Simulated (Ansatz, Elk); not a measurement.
# MnBe4Fe: X-ray structure factors from the self-consistent density

The structure of MnBe4Fe used here is made up (a known structure type with other elements) and was relaxed beforehand with PBEsol. The aim is the Fourier transform of its all-electron density, F(hkl), set beside the sum over free spherical atoms that refinements use.

Method: DFT, PBE, all-electron APW+lo, Dirac cores, scalar-relativistic bands, static density, ferromagnetic start, in Elk 11.2.3 (patched build).

This account leaves out most program logs.

The structure was built from a prototype and need not be the compound's stable phase.

### Step 1. Set-up

It takes space group F-43m (No. 216, cubic). Conventional cell: a = 5.847 Å, b = 5.847 Å, c = 5.847 Å, α = 90.00°, β = 90.00°, γ = 90.00°. Nearest to Fe lie 12 Be at 2.42 Å and 4 Mn at 2.53 Å. Nearest to Mn lie 12 Be at 2.42 Å and 4 Fe at 2.53 Å. Be has 6 Be at 2.06 to 2.07 Å and 3 Fe at 2.42 Å and 3 Mn at 2.42 Å nearest. Farther neighbours are not listed.

### Step 2. Ground state and structure factors

An all-electron density is needed, since X-rays see the cores too. Task 0 finds the density and task 195 Fourier-transforms it; tshift is off so that phases refer to the origin typed.

elk.in reads:

```
tasks
  0
  195
  196

xctype
  20

spinpol
  .true.

rgkmax
  7.0

gmaxvr
  14.0

lmaxo
  7

lmaxapw
  8

swidth
  0.002

tshift
  .false.

ramdisk
  .false.

hmaxvr
  5.5

maxscl
  120

epspot
  1e-06

reducebf
  0.8

sppath
  './'

avec
  -0.00000000000 5.52431667387 5.52431667387
  5.52431667387 -0.00000000000 5.52431667387
  5.52431667387 5.52431667387 -0.00000000000

atoms
  3
  'Fe.in'
  1
  0.2500000000 0.2500000000 0.2500000000   0.000000 0.000000 -0.060000
  'Mn.in'
  1
  -0.0000000000 0.0000000000 0.0000000000   0.000000 0.000000 -0.095000
  'Be.in'
  4
  0.1254047800 0.6248650733 0.6248650733   0.000000 0.000000 0.000000
  0.6248650733 0.6248650733 0.6248650733   0.000000 0.000000 0.000000
  0.6248650733 0.6248650733 0.1254047800   0.000000 0.000000 0.000000
  0.6248650733 0.1254047800 0.6248650733   0.000000 0.000000 0.000000

ngridk
  6 6 6
```

On the command line:

```bash
OMP_NUM_THREADS=4 elk
```

Wall time 3 min (4 threads of INTEL XEON PLATINUM 8581C at 2.10GHz (Emerald Rapids), shared host); peak memory 0.39 GiB.

SFACRHO.OUT:

```text

h k l indices transformed by vhmat matrix:
   1.000000000       0.000000000       0.000000000    
   0.000000000       1.000000000       0.000000000    
   0.000000000       0.000000000       1.000000000    

      h      k      l  multipl.   |H|            Re(F)            Im(F)           |F|

      0      0      0      1   0.0000000       66.999999     -0.44024782E-17   66.999999    
     -1      0      0      4  0.98499026       17.124979      -18.242658       25.021181    
     -1     -1     -1      4  0.98499026       17.124979       18.242658       25.021181    
     -1      0     -1      6   1.1373688      -1.0775922      0.27108085E-11   1.0775922    
      1      0     -1     12   1.6084824       35.969312     -0.33730300E-14   35.969312    
     -2     -1     -2     12   1.8861127       18.562165      -19.512299       26.931093    
      1     -1      1     12   1.8861127       18.562165       19.512299       26.931093    
      0      2      0      4   1.9699805     -0.91735735       6.8247549       6.8861327    
      0      0     -2      4   1.9699805     -0.91735735      -6.8247549       6.8861327    
     -2      0     -2      6   2.2747376       23.445272     -0.40597187E-08   23.445272    
      0     -2      1     12   2.4788378       11.528311      -12.337085       16.885071    
     -2     -3     -2     12   2.4788378       11.528311       12.337085       16.885071    
     -2      1     -1     24   2.5432339     -0.82841717     -0.34068624E-11  0.82841717    
     -3     -2     -3     12   2.7859732       25.903900      0.14653779E-01   25.903904    
      1      1     -2     12   2.7859732       25.903900     -0.14653779E-01   25.903904    
     -3      0      0      4   2.9549708       14.009833       14.788975       20.371284    
      1     -2     -2     12   2.9549708       14.033500       14.737195       20.350038    
      1      3      3     12   2.9549708       14.033500      -14.737195       20.350038
```

Elk indexes on the primitive cell of elk.in and gives |H| = 4π sin θ/λ in inverse bohr. Below, one row stands for each form hkl of the conventional cell (m members, Friedel mates merged), F is for one primitive cell and the density is static (no thermal factor). Free-atom factors are Waasmaier and Kirfel's, and R is Σm||F|−|F'||/Σm|F|.

| hkl | m | sin θ/λ (Å⁻¹) | abs F, DFT | neutral atoms | diff. | abs of complex diff. |
| --- | --- | --- | --- | --- | --- | --- |
| 111 | 8 | 0.148 | 25.021 | 25.255 | -0.234 | 0.236 |
| 200 | 6 | 0.171 | 1.078 | 1.037 | +0.040 | 0.040 |
| 220 | 12 | 0.242 | 35.969 | 36.259 | -0.290 | 0.290 |
| 311 | 24 | 0.284 | 26.931 | 27.203 | -0.271 | 0.271 |
| 222 | 8 | 0.296 | 6.886 | 6.869 | +0.018 | 0.035 |
| 400 | 6 | 0.342 | 23.445 | 23.574 | -0.128 | 0.128 |
| 331 | 24 | 0.373 | 16.885 | 16.901 | -0.016 | 0.021 |
| 420 | 24 | 0.383 | 0.828 | 0.846 | -0.017 | 0.017 |
| 422 | 24 | 0.419 | 25.904 | 25.926 | -0.022 | 0.023 |
| 333 | 8 | 0.444 | 20.371 | 20.389 | -0.018 | 0.018 |
| 511 | 24 | 0.444 | 20.350 | 20.388 | -0.038 | 0.040 |
| 440 | 12 | 0.484 | 28.523 | 28.552 | -0.029 | 0.029 |
| 531 | 48 | 0.506 | 12.995 | 12.949 | +0.045 | 0.046 |
| 442 | 24 | 0.513 | 0.629 | 0.636 | -0.007 | 0.007 |

### Step 3. The magnetisation density

The same run holds the spin density, and task 196 transforms it. The order is that of the start, and no other was tried.

SFACMAG_1.OUT:

```text

h k l indices transformed by vhmat matrix:
   1.000000000       0.000000000       0.000000000    
   0.000000000       1.000000000       0.000000000    
   0.000000000       0.000000000       1.000000000    

      h      k      l  multipl.   |H|            Re(F)            Im(F)           |F|

      0      0      0      1   0.0000000       2.9510334     -0.30952159E-17   2.9510334    
     -1      0      0      4  0.98499026       1.6804275      -1.0514521       1.9822684    
     -1     -1     -1      4  0.98499026       1.6804275       1.0514521       1.9822684    
     -1      0     -1      6   1.1373688      0.57183314      0.40711891E-11  0.57183314    
      1      0     -1     12   1.6084824       1.9398582     -0.14461620E-15   1.9398582    
     -2     -1     -2     12   1.8861127      0.92576186     -0.66644751       1.1406960    
      1     -1      1     12   1.8861127      0.92576186      0.66644751       1.1406960    
      0      2      0      4   1.9699805      0.23226566     -0.67159602E-01  0.24178037    
      0      0     -2      4   1.9699805      0.23226566      0.67159602E-01  0.24178037    
     -2      0     -2      6   2.2747376       1.2279662     -0.11538885E-11   1.2279662    
      0     -2      1     12   2.4788378      0.53620510     -0.38683794      0.66118038    
     -2     -3     -2     12   2.4788378      0.53620510      0.38683794      0.66118038    
     -2      1     -1     24   2.5432339      0.14348480      0.99174081E-12  0.14348480    
     -3     -2     -3     12   2.7859732      0.73318238      0.27678054E-02  0.73318760    
      1      1     -2     12   2.7859732      0.73318238     -0.27678053E-02  0.73318760    
     -3      0      0      4   2.9549708      0.33895090      0.24103478      0.41591523
```

The total moment is 2.95 μB a cell; sphere moments: Fe1 +1.20, Mn2 +2.01, Be3 -0.04, Be4 -0.04, Be5 -0.04, Be6 -0.04 μB. Polarised neutrons measure spin and orbital magnetisation together; without spin-orbit coupling the run gives the spin part:

| hkl | sin θ/λ (Å⁻¹) | abs F_M (μB) |
| --- | --- | --- |
| 111 | 0.148 | 1.982 |
| 200 | 0.171 | 0.572 |
| 220 | 0.242 | 1.940 |
| 311 | 0.284 | 1.141 |
| 222 | 0.296 | 0.242 |
| 400 | 0.342 | 1.228 |
| 331 | 0.373 | 0.661 |
| 420 | 0.383 | 0.143 |
| 422 | 0.419 | 0.733 |
| 333 | 0.444 | 0.416 |
| 511 | 0.444 | 0.525 |
| 440 | 0.484 | 0.484 |
| 531 | 0.506 | 0.312 |
| 442 | 0.513 | 0.050 |

### Step 4. The highest occupied states alone

An energy window below the Fermi level keeps the highest occupied states, to see at which angles they scatter; shallow core shells can lie inside it and anion s states outside. No new self-consistency is needed.

elk.in: that of step 2 with these lines changed.

```diff
@@ -1,5 +1,3 @@
 tasks
-  0
   195
-  196
 
@@ -44,2 +42,5 @@
 
+wsfac
+  -0.053220 0.614280
+
 sppath
```

On the command line:

```bash
OMP_NUM_THREADS=4 elk
```

Run time: 4.3 s. Hardware: 4 threads; peak memory 0.2 GiB.

States within 10 eV below the Fermi level hold 22.99 electrons; any levels below the window count with the cores. Their amplitudes can exceed the total, where window and core parts have opposite phase:

| hkl | sin θ/λ (Å⁻¹) | abs F, window | abs F, all |
| --- | --- | --- | --- |
| 111 | 0.148 | 5.108 | 25.021 |
| 200 | 0.171 | 0.945 | 1.078 |
| 220 | 0.242 | 5.579 | 35.969 |
| 311 | 0.284 | 3.144 | 26.931 |
| 222 | 0.296 | 0.614 | 6.886 |
| 400 | 0.342 | 3.587 | 23.445 |
| 331 | 0.373 | 2.224 | 16.885 |
| 420 | 0.383 | 0.448 | 0.828 |
| 422 | 0.419 | 2.359 | 25.904 |
| 333 | 0.444 | 1.454 | 20.371 |

### Step 5. Another functional

The difference from free atoms is small, so it is set against the change that LDA (Perdew-Wang) makes.

elk.in: that of step 4 with these lines changed.

```diff
@@ -1,6 +1,8 @@
 tasks
+  0
   195
+  196
 
 xctype
-  20
+  3
 
@@ -42,5 +44,2 @@
 
-wsfac
-  -0.053220 0.614280
-
 sppath
```

On the command line:

```bash
OMP_NUM_THREADS=4 elk
```

It took 81 s on 4 threads; peak memory 0.22 GiB; 4.8 min of CPU time.

Against the first run R = 0.16 %; the largest change is +0.063 at 840. The moment goes from 2.95 to 2.65 μB.

### Step 6. A coarser k-mesh

About half the k-points along each axis test the sampling.

elk.in: that of step 5 with these lines changed.

```diff
@@ -6,3 +6,3 @@
 xctype
-  3
+  20
 
@@ -68,2 +68,2 @@
 ngridk
-  6 6 6
+  3 3 3
```

On the command line:

```bash
OMP_NUM_THREADS=4 elk
```

Run time: 71 s. Hardware: 4 threads; peak memory 0.4 GiB.

Against the first run R = 0.02 %; the largest change is +0.015 at 800. The moment goes from 2.95 to 2.94 μB.

### Step 7. Settings against the effect

| run | R against the first run (%) | R against neutral atoms, low angle (%) | wall time |
| --- | --- | --- | --- |
| PBE, rgkmax 7 | 0.00 | 0.91 | 3 min |
| LDA (Perdew-Wang) | 0.16 | 0.93 | 81 s |
| k-mesh 3×3×3 | 0.02 | 0.92 | 71 s |

### Step 8. What came out

```json
{
 "R against neutral atoms, sin θ/λ < 0.3 Å⁻¹": "0.91 %",
 "R against neutral atoms, 0.3 to 0.82 Å⁻¹": "0.34 %"
}
```

**Reading.** Independent neutral atoms miss the calculated amplitudes by R = 0.91 % below 0.3 Å⁻¹ and 0.34 % from there to 0.82 Å⁻¹; by shells, 0.93 % below 0.15 Å⁻¹ (1 form), 0.91 % 0.15 to 0.3 (4 forms), 0.17 % 0.3 to 0.45 (6 forms), 0.38 % above 0.45 (29 forms). Bonding, aspherical density and the tables' own atoms all enter these figures, and the runs don't part them. The largest change of an amplitude is -0.29 electrons, at 220. The magnetic order is that of the start. No other order was tried here, and an antiferromagnetic one would change or move the magnetic intensity. The window's part falls from 23.0 electrons at the origin to at most 1.62 between 0.45 and 0.82 Å⁻¹, where compact states inside the window still scatter. Below 0.3 Å⁻¹ the changes that finished (LDA (Perdew-Wang) and k-mesh 3×3×3) move F by R = 0.05 % at most, against the 0.91 % that separates it from free atoms. The magnetic factors move by R = 11.8 % (LDA (Perdew-Wang)) and 7.3 % (k-mesh 3×3×3), so they aren't settled to better than that. The basis has no finished test. Part of the difference isn't bonding: the tables are fits to free atoms and ions calculated by other methods than this functional. Thermal motion, anomalous dispersion and extinction are left out.

[Logs are printed without paths, hosts, clocks, repeated set-up lines and the standing remarks that a program may print on its own settings, such as how far it seeks lower states.]

[Hosts, paths, dates, database ids (printed as entryN), source tags and the programs' standing remarks are cut or masked in the printed files.]
